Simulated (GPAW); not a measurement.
WS2 (Tungstenite, R3m), S K edge of atom 2, with 3 W at 2.42 Å (pyramidal, site symmetry 3m). Method: GPAW, LDA, full core hole (charged cell), 9-atom cell with 5.5 Å between holes, 5×5×4 k points, dipole transitions, Gaussian full width 0.9 eV up to 4 eV, rising linearly to 3.5 eV at 25 eV, without spin-orbit coupling.

```xyz
3
Lattice="1.5790 0.9116 6.1633 -1.5790 0.9116 6.1633 0.0000 -1.8233 6.1633" Properties=species:S:1:pos:R:3 pbc="T T T"
W     0.0000    0.0000    0.0000
S     0.0000    0.0000   10.7427
S     0.0000    0.0000   13.8730
```

Energy from the lowest empty level; a common scale on which the isotropic spectrum has a mean of 1 over the first 20 eV.

```tsv
E (eV)	curve 1	curve 2
-2.0	0.00	0.00
-1.5	0.00	0.00
-1.0	0.01	0.00
-0.5	0.17	0.06
0.0	1.57	0.48
0.5	4.21	1.47
1.0	3.28	2.00
1.5	1.22	1.96
2.0	0.95	1.68
2.5	1.17	1.40
3.0	0.95	1.42
3.5	0.37	0.83
4.0	0.17	0.36
4.5	0.27	0.51
5.0	0.39	0.88
5.5	0.48	1.20
6.0	0.56	1.03
6.5	0.64	0.83
7.0	0.72	0.92
7.5	0.78	1.07
8.0	0.84	1.22
8.5	0.93	1.31
9.0	1.08	1.20
9.5	1.24	0.98
10.0	1.33	0.89
10.5	1.31	0.94
11.0	1.23	1.00
11.5	1.17	1.02
12.0	1.12	0.98
12.5	1.02	0.92
13.0	0.91	0.86
13.5	0.82	0.82
14.0	0.75	0.79
14.5	0.69	0.77
15.0	0.62	0.74
15.5	0.58	0.70
16.0	0.58	0.67
16.5	0.65	0.66
17.0	0.76	0.68
17.5	0.89	0.72
18.0	0.98	0.78
18.5	1.02	0.86
19.0	1.01	0.94
19.5	0.98	0.99
20.0	0.95	1.01
20.5	0.94	0.99
21.0	0.95	0.94
21.5	0.97	0.88
22.0	0.99	0.82
22.5	0.99	0.77
23.0	0.97	0.73
23.5	0.93	0.71
24.0	0.88	0.70
24.5	0.82	0.69
25.0	0.77	0.70
25.5	0.74	0.70
26.0	0.72	0.71
26.5	0.73	0.72
27.0	0.74	0.72
27.5	0.76	0.73
28.0	0.78	0.73
28.5	0.79	0.74
29.0	0.80	0.75
29.5	0.80	0.75
30.0	0.80	0.76
30.5	0.78	0.77
31.0	0.76	0.78
31.5	0.73	0.80
32.0	0.71	0.84
```

The curves are for the electric vector along different Cartesian axes of the cell as given, averaged over the symmetry-equivalent atoms. Which is which?

Curve 1: along x (⊥ c) (the other in-plane axis gives the same curve within 3 %), main maxima 0.6 eV (4.41), 2.6 eV (1.19) and 10.1 eV (1.34). Curve 2: along z (c), main maxima 1.1 eV (2.01), 2.9 eV (1.44) and 8.5 eV (1.31). A K edge sees empty p states; the first features are S p mixed into the empty d states of the W neighbours, and the broad ones above probably into the cations' higher empty bands. Each direction probes the empty orbitals that point along it. The crystal has 2 inequivalent S sites and not all are shown here, while a measurement adds them all. The holes are only 5.5 Å apart, so the shape is probably not converged with cell size; no larger cell was run here.

[Banner, clock and machine lines of the logs are left out without a mark of their own.]

[Logs are printed without paths, hosts, clocks, repeated set-up lines and the standing remarks that a program may print on its own settings, such as how far it seeks lower states.]

[Hosts, paths, dates, database ids (printed as entryN), source tags and the programs' standing remarks are cut or masked in the printed files.]

[Lists of maxima count a maximum above −3 eV only where it reaches 4 % of the highest in the window and stands out from its surroundings by 2 % of it (1.5 % where it reaches 55 %); shoulders and weaker maxima are passed over, and of the rest the first, up to two pre-edge ones and the few strongest are named.]
